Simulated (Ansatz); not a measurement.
**A convergence test on Selenium (P3_121, 3 atoms a cell): k mesh of the density**

How far can the k mesh of the density be lowered for the gap of Selenium (P3_121, 3 atoms a cell)?

Main program and level: Ansatz 0.2.0; DFT, PBE, plane waves, PAW; PAW set soft_1.

**1. Set-up**

Symmetry: P3_121, No. 152, trigonal system. Conventional cell: a = 4.366 Å, b = 4.366 Å, c = 4.954 Å, α = 90.00°, β = 90.00°, γ = 120.00°. Nearest to Se lie 2 Se at 2.37 Å.

Coordinates:

```cif
data_structure
_symmetry_space_group_name_H-M 'P 1'
_symmetry_Int_Tables_number 1
_cell_length_a 4.3662
_cell_length_b 4.3662
_cell_length_c 4.9536
_cell_angle_alpha 90.000
_cell_angle_beta 90.000
_cell_angle_gamma 120.000
_cell_volume 81.78
loop_
_atom_site_label
_atom_site_type_symbol
_atom_site_fract_x
_atom_site_fract_y
_atom_site_fract_z
_atom_site_occupancy
Se1 Se 0.22540 0.00000 0.33333 1
Se2 Se 0.00000 0.22540 0.66667 1
Se3 Se 0.77460 0.77460 0.00000 1
```

The cell and positions come from the Crystallography Open Database and are kept as given unless a step says otherwise.

**2. k mesh of the density: 3×3×2**

input.yaml reads:

```yaml
crystal:
  lattice:
    - [4.3662, 0.0, 0.0]
    - [-2.1831, 3.781240118, 0.0]
    - [0.0, 0.0, 4.9536]
  atoms:
    - { symbol: Se, position: [0.2254, 0.0, 0.3333333333] }
    - { symbol: Se, position: [0.0, 0.2254, 0.6666666667] }
    - { symbol: Se, position: [0.7746, 0.7746, 0.0] }
kpoints:
  mp_grid: { grid: [3, 3, 2] }
  band_path:
    path:
      - [0.0, 0.0, 0.0]
      - [0.5, 0.0, 0.0]
      - [0.33333333, 0.33333333, 0.0]
      - [0.0, 0.0, 0.5]
      - [0.5, 0.0, 0.5]
      - [0.33333333, 0.33333333, 0.5]
      - [0.349999997, 0.299999997, 0.5]
    npoints: 1
hamiltonian:
  xc: pbe
  pseudopotentials: { kind: paw, azcp: { folder: soft_1 } }
scf:
  occupations: { method: fixed }
  n_extra_bands: 5
output:
  eigenvalues: true
  forces: true
  stress: true
```

Started as:

```
> ansatz run input.yaml --threads 3 --pin off --max-ram 92160MiB --backend cuda --events-out ev --progress --plain --runs-dir out --devices 1 --max-vram 13GiB
```

Numbers of over 12 decimals in the logs are rounded to 6 here.

Output:

```text
scf.n_extra_bands = 5 over 24 filled bands (N_el = 48.0): the run solves 29 bands
GPUs: using 1 of 1 available (devices: 1).
Engine: ansatz 0.2.0, x86_64-unknown-linux-gnu
Pseudopotentials: kind: paw
Pseudopotential: Se, paw, valence charge 16, recommended cutoff 420 eV (normal), soft_1/Se.paw.azcp
Functional definition: PBE
  parameter kappa = 0.804
  parameter beta = 0.066725
  exchange = pbe_x(kappa = kappa, mu = beta*pi^2/3)
  correlation = pbe_c(beta = beta)
device memory: the entry about to start is reckoned to put 2.0 GiB on a device that reports 37.0 GiB free (of which the cap on the GPU budget leaves the run 13.0 GiB)
GPU FFT provider: cuFFT
GPU libraries: cuBLAS 13.8.2, cuFFT 12.4.0, cuSOLVER 12.3.4
Crystal: 3 atoms, lattice volume = 81.782 Å³
Basis set: ecut = 420 eV, 1583 PW (Γ), exchange–correlation on 60×60×72 points (8 copies of the dense FFT grid, shifted against one another)
Bands: 29, of which v1, the nominal top of the filled ones, is band 24 counted from 1 (23 counted from 0)
Symmetry: 6 space group operations
Space group: P3121 (ITA 152), of the structure as read, at distance tolerance 4.3e-5 Å
k-points: 6 of 18 (time reversal used)
Non-local potential: Se, projectors of the file, l = 0: 2, l = 1: 2, l = 2: 3, l = 3: 1
PAW form: soft (Blöchl's): semilocal exchange-correlation on the pseudo side does not see the compensation charge
PAW one-centre angular grid: Se, 590 points (default); XC on 64 Gauss nodes
Initial density: superposition of atomic densities (chi_scale 0.1, normalization cell)
Initial wavefunctions: pseudopotential atomic-orbital guess
GPU buffer pool allocated for 32400 grid points (all kernels)
GPU transforms: local potential and band sums: pruned to the plane-wave sphere, on 30×30×36
Functional: x = pbe(κ = 0.804, μ = 0.219515), c = pbe(β = 0.066725)
SCF iter   1: F=—  HF=-16407.203915 eV  |F-HF|=—  |Δ(HF+E_count)|=         —  Δρ=2.87e-2  dr2=4.19e-1  ethr=3.10e-3  ⟨swp⟩=5.0  Hψ=628  notcnv=0  defer=15
preconditioner: auto → Resta (q_TF=auto, 2.496 Å⁻¹)  ε∞=3.8  [insulator: Δε(μ)=1.362 eV  Ē_g=10.435 eV  n_scr=20 (ndim 8)  ℏωp=17.4 eV  f_vac=0.063  ε∞_Penn≈3.8]
SCF iter   2: F=—  HF=-16407.139979 eV  |F-HF|=—  |Δ(HF+E_count)|=   6.39e-2  Δρ=1.59e-2  dr2=1.31e-1  ethr=8.73e-4  ⟨swp⟩=2.0  Hψ=236  notcnv=0  defer=14
SCF iter   3: F=—  HF=-16407.122536 eV  |F-HF|=—  |Δ(HF+E_count)|=   1.74e-2  Δρ=1.65e-3  dr2=1.85e-3  ethr=2.74e-4  ⟨swp⟩=2.2  Hψ=214  notcnv=0  defer=16
SCF iter   4: F=—  HF=-16407.123569 eV  |F-HF|=—  |Δ(HF+E_count)|=   1.03e-3  Δρ=6.13e-4  dr2=2.29e-4  ethr=3.86e-6  ⟨swp⟩=2.0  Hψ=325  notcnv=0  defer=17
SCF iter   5: F=—  HF=-16407.123684 eV  |F-HF|=—  |Δ(HF+E_count)|=   1.15e-4  Δρ=2.10e-4  dr2=4.11e-5  ethr=4.76e-7  ⟨swp⟩=2.0  Hψ=325  notcnv=0  defer=17
SCF iter   6: F=—  HF=-16407.123764 eV  |F-HF|=—  |Δ(HF+E_count)|=   8.01e-5  Δρ=5.43e-5  dr2=2.68e-6  ethr=8.56e-8  ⟨swp⟩=2.0  Hψ=222  notcnv=0  defer=11
SCF iter   7: F=-16407.123770 eV  HF=-16407.123770 eV  |F-HF|=1.38e-7  |Δ(HF+E_count)|=   6.33e-6  Δρ=1.15e-5  dr2=8.06e-8  ethr=2.08e-10  ⟨swp⟩=8.3  Hψ=1019  notcnv=0
SCF 1 converged in 7 iterations: F = -16407.123770 eV  dr2 = 8.06e-8
[...]
device memory: the entry about to start is reckoned to put 1.2 GiB on a device that reports 37.0 GiB free (of which the cap on the GPU budget leaves the run 13.0 GiB)
NSCF: frozen V_eff on 7 k-points
SCF converged after 7 iterations
Free energy (F): -16407.123770 eV
Harris-Foulkes:  -16407.123770 eV  (|F-HF|=1.38e-7)
Internal energy: -16407.123770 eV  (E = F + TS)
E sigma→0 (E₀):  -16407.123770 eV
Fermi energy:    6.307421 eV
--- Per-component energies (eV) ---
  E_band       = -1243.643875
  E_kinetic    = 329.571604
  E_local      = -8421.762143  (includes V_loc(G=0)·N_el)
  E_nonlocal   = -1060.759750
  E_hartree    = 4372.396499
  E_xc         = -254.005038
  E_vxc        = -269.290060  (∫ρ·V_xc dr)
  E_paw        = -6390.989174  (= ΣΔE_a)
  E_vpaw       = -566.196041  (= ΣTr[D̂ρ^β])
  E_aug_tail   = -0.001113  (compensation charges beyond the density's cutoff)
  E_ewald      = -4981.574654
  E_smearing   = -0.000000  (= −TS)
  E_closure    = -0.000000  (closes the sum)
  Σ components = -16407.123770   (vs F -16407.123770, Δ=0.00e0)
--- Forces (eV/Å), atoms counted from 1 ---
  atom   1  Se     0.56682658     0.00000000     0.00000000
  atom   2  Se    -0.28341329     0.49088622    -0.00000000
  atom   3  Se    -0.28341329    -0.49088622    -0.00000000
  max |Σ_I F_I| component: 1.11e-16 eV/Å
--- Stress (GPa, compression-positive) ---
        2.510743       0.000000      -0.000000
        0.000000       2.510743      -0.000000
       -0.000000       0.000000       4.261826
  P = ⅓ Tr σ = 3.0944 GPa (30.944 kbar)
--- Band table (eV; the first three rows and the last of 6) ---
  k-point 0: bands = [... 20 lower, 2.7547, 4.4766, 4.4766, 6.1136, 8.3994, 8.3994, 8.6895, 12.6909, ... 1 higher]
  k-point 1: bands = [... 20 lower, 3.1275, 4.9755, 4.9755, 5.3966, 7.7366, 7.7366, 7.7898, 12.7970, ... 1 higher]
  k-point 2: bands = [... 20 lower, 2.9198, 4.2119, 4.7821, 5.6094, 8.4425, 8.6949, 9.8659, 12.1327, ... 1 higher]
  k-point 5: bands = [... 20 lower, 1.5660, 5.5314, 6.3074, 6.3074, 7.5386, 9.2353, 9.2353, 13.1798, ... 1 higher]
```

Run time: 3.3 s. Hardware: 1 × NVIDIA H100 80GB HBM3 (shared by 6 runs) with 3 threads of AMD EPYC 7R13 (Zen 3), shared host; peak memory 0.94 GiB; 4.7 s of CPU time.

This step gave:

```yaml
pressure: 3.094 GPa
gap: 1.002 eV
valence_top_at: L
conduction_bottom_at: H
least_direct_gap: 1.191 eV
```

The gap is indirect, with the least direct gap 0.19 eV higher.

**3. k mesh of the density: 6×6×2**

Changes to input.yaml since step 2:

```diff
@@ -10,3 +10,3 @@
 kpoints:
-  mp_grid: { grid: [3, 3, 2] }
+  mp_grid: { grid: [6, 6, 2] }
   band_path:
@@ -31 +31,5 @@
   stress: true
+  write_density: true
+  write_potential: true
+  elf: true
+  volumetric_format: npy
```

Output:

```text
[...]
GPUs: using 1 of 1 available (devices: 1).
[...]
GPU FFT provider: cuFFT
GPU libraries: cuBLAS 13.8.2, cuFFT 12.4.0, cuSOLVER 12.3.4
Crystal: 3 atoms, lattice volume = 81.782 Å³
Basis set: ecut = 420 eV, 1583 PW (Γ), exchange–correlation on 60×60×72 points (8 copies of the dense FFT grid, shifted against one another)
[...]
k-point 0: bands = [... 20 lower, 2.7535, 4.4721, 4.4721, 6.1083, 8.3981, 8.3981, 8.6844, 12.6886, ... 1 higher]
  k-point 1: bands = [... 20 lower, 3.1262, 4.9710, 4.9710, 5.3921, 7.7320, 7.7320, 7.7893, 12.7980, ... 1 higher]
  k-point 2: bands = [... 20 lower, 2.9426, 4.5095, 4.8562, 5.9067, 8.3140, 8.4103, 8.9533, 12.6243, ... 1 higher]
  k-point 13: bands = [... 20 lower, 1.5638, 5.5284, 6.3020, 6.3020, 7.5392, 9.2317, 9.2317, 13.1783, ... 1 higher]
[key lines of the parts left out:]
SCF converged after 7 iterations
Free energy (F): -16407.157102 eV
Fermi energy:    6.531025 eV
P = ⅓ Tr σ = 2.9891 GPa (29.891 kbar)
```

Elapsed: 6.1 s, on 1 × NVIDIA H100 80GB HBM3 (shared by 6 runs) with 3 threads; peak memory 0.94 GiB; 5.8 s of CPU time.

This step gave:

| Item | Value |
| --- | --- |
| pressure | 2.989 GPa |
| gap | 1.008 eV |
| valence top at | L |
| conduction bottom at | H |
| least direct gap | 1.197 eV |

The gap is 1.008 eV, +0.006 eV from the run before at this level.

**4. k mesh of the density: 6×6×6 (the default)**

input.yaml, the sections that differ from step 3:

```yaml
kpoints:
  mp_grid: { grid: [6, 6, 6] }
  band_path:
    path:
      - [[0.0, 0.0, 0.0], [0.5, 0.0, 0.0], [0.33333333, 0.33333333, 0.0], [0.0, 0.0, 0.0], [0.0, 0.0, 0.5], [0.5, 0.0, 0.5], [0.33333333, 0.33333333, 0.5], [0.0, 0.0, 0.5]]
      - [[0.5, 0.0, 0.5], [0.5, 0.0, 0.0]]
      - [[0.33333333, 0.33333333, 0.5], [0.33333333, 0.33333333, 0.0]]
    npoints: 10
scf:
  occupations: { method: fermi_dirac, width: 0.02 }
  n_extra_bands: 5
# crystal, hamiltonian, output: as in step 3
```

Output:

```text
[...]
GPUs: using 1 of 1 available (devices: 1).
[...]
GPU FFT provider: cuFFT
GPU libraries: cuBLAS 13.8.2, cuFFT 12.4.0, cuSOLVER 12.3.4
Crystal: 3 atoms, lattice volume = 81.782 Å³
Basis set: ecut = 420 eV, 1583 PW (Γ), exchange–correlation on 60×60×72 points (8 copies of the dense FFT grid, shifted against one another)
[...]
k-point 0: bands = [... 20 lower, 2.7573, 4.4706, 4.4706, 6.1041, 8.4023, 8.4023, 8.6786, 12.6861, ... 1 higher]
  k-point 1: bands = [... 20 lower, 2.9264, 4.4884, 4.7325, 5.9002, 8.1793, 8.1964, 8.4302, 13.3239, ... 1 higher]
  k-point 2: bands = [... 20 lower, 3.0892, 4.6725, 5.1613, 5.4261, 7.8001, 7.9124, 8.0043, 13.0129, ... 1 higher]
  k-point 33: bands = [... 20 lower, 1.5635, 5.5290, 6.2983, 6.2983, 7.5496, 9.2293, 9.2293, 13.1806, ... 1 higher]
[key lines of the parts left out:]
SCF converged after 7 iterations
Free energy (F): -16407.228769 eV
Fermi energy:    7.042513 eV
P = ⅓ Tr σ = 2.7763 GPa (27.763 kbar)
```

Wall time 7.8 s (1 × NVIDIA H100 80GB HBM3 (shared by 6 runs) with 3 threads); peak memory 0.97 GiB.

Numbers from this step:

```
pressure             : 2.776 GPa
gap                  : 1.022 eV
valence top at       : L
conduction bottom at : H
least direct gap     : 1.211 eV
```

The gap is 1.022 eV, +0.014 eV from the run before at this level.

**5. k mesh of the density: 12×12×8**

input.yaml, the sections that differ from step 4:

```yaml
kpoints:
  mp_grid: { grid: [12, 12, 8] }
  band_path:
    path:
      - [0.0, 0.0, 0.0]
      - [0.5, 0.0, 0.0]
      - [0.33333333, 0.33333333, 0.0]
      - [0.0, 0.0, 0.5]
      - [0.5, 0.0, 0.5]
      - [0.33333333, 0.33333333, 0.5]
      - [0.349999997, 0.299999997, 0.5]
    npoints: 1
scf:
  occupations: { method: fixed }
  n_extra_bands: 5
output:
  eigenvalues: true
  forces: true
  stress: true
# crystal, hamiltonian: as in step 4
```

Output:

```text
[...]
GPUs: using 1 of 1 available (devices: 1).
[...]
GPU FFT provider: cuFFT
GPU libraries: cuBLAS 13.8.2, cuFFT 12.4.0, cuSOLVER 12.3.4
Crystal: 3 atoms, lattice volume = 81.782 Å³
Basis set: ecut = 420 eV, 1583 PW (Γ), exchange–correlation on 60×60×72 points (8 copies of the dense FFT grid, shifted against one another)
[...]
k-point 0: bands = [... 20 lower, 2.7572, 4.4704, 4.4704, 6.1038, 8.4022, 8.4022, 8.6784, 12.6859, ... 1 higher]
  k-point 1: bands = [... 20 lower, 2.8743, 4.4622, 4.6416, 5.9861, 8.2713, 8.2728, 8.5275, 13.0604, ... 1 higher]
  k-point 2: bands = [... 20 lower, 3.0170, 4.5678, 4.9446, 5.6791, 7.9717, 8.0425, 8.2133, 13.2628, ... 1 higher]
  k-point 130: bands = [... 20 lower, 1.5634, 5.5288, 6.2981, 6.2981, 7.5495, 9.2291, 9.2291, 13.1805, ... 1 higher]
[key lines of the parts left out:]
SCF converged after 7 iterations
Free energy (F): -16407.229319 eV
Fermi energy:    6.527152 eV
P = ⅓ Tr σ = 2.7729 GPa (27.729 kbar)
```

Elapsed: 30 s, on 1 × NVIDIA H100 80GB HBM3 (shared by 6 runs) with 3 threads; peak memory 0.94 GiB; 77 s of CPU time.

This step gave:

| Property | Result |
| --- | --- |
| pressure | 2.773 GPa |
| gap | 1.022 eV |
| valence top at | L |
| conduction bottom at | H |
| least direct gap | 1.212 eV |

The gap is 1.022 eV, as in the run before at this level.

**6. The series**

Differences are against the last row; a negative gap means that bands overlap, and a run with a band path holds that path's time. Times are wall times on 1 × NVIDIA H100 80GB HBM3 (shared by 6 runs) with 3 threads of AMD EPYC 7R13 (Zen 3), shared host, good to a factor of about two.

| k mesh of the density | gap (eV) | direct gap (eV) | gap error (eV) | energy error (meV/atom) | irreducible k | time |
| --- | --- | --- | --- | --- | --- | --- |
| 3×3×2 | 1.002 | 1.191 | −0.020 | +35.2 | 6 | 3.3 s |
| 6×6×2 | 1.008 | 1.197 | −0.014 | +24.1 | 14 | 6.1 s |
| 6×6×6 | 1.022 | 1.211 | −0.0002 | +0.2 | 34 | 7.8 s |
| 12×12×8 | 1.022 | 1.212 | +0.000 | +0.0 | 131 | 30 s |

**7. Results**

- 3×3×2: 1.002 eV
- 6×6×2: 1.008 eV
- 6×6×6: 1.022 eV
- 12×12×8: 1.022 eV

In words: The gap holds to 0.02 eV from 6×6×2 on. At 3×3×2 the gap is off by −0.020 eV and the energy by +35 meV/atom. The gap is read over the mesh and added points near the edges, so meshes differ mainly through the density and, for a hybrid, the exchange operator.

[Paths, hosts, dates, memory and timing lines, banners, echoed tables and standing remarks are left out of the program output.]

[Logs are printed without paths, hosts, clocks, repeated set-up lines and the standing remarks that a program may print on its own settings, such as how far it seeks lower states.]

[Runs of the session that timed out or met a known fault of the program may be left out.]

[Cells called generated may have been cut or substituted from an entry of the Crystallography Open Database or the Materials Project.]

[Hosts, paths, dates, database ids (printed as entryN), source tags and the programs' standing remarks are cut or masked in the printed files.]
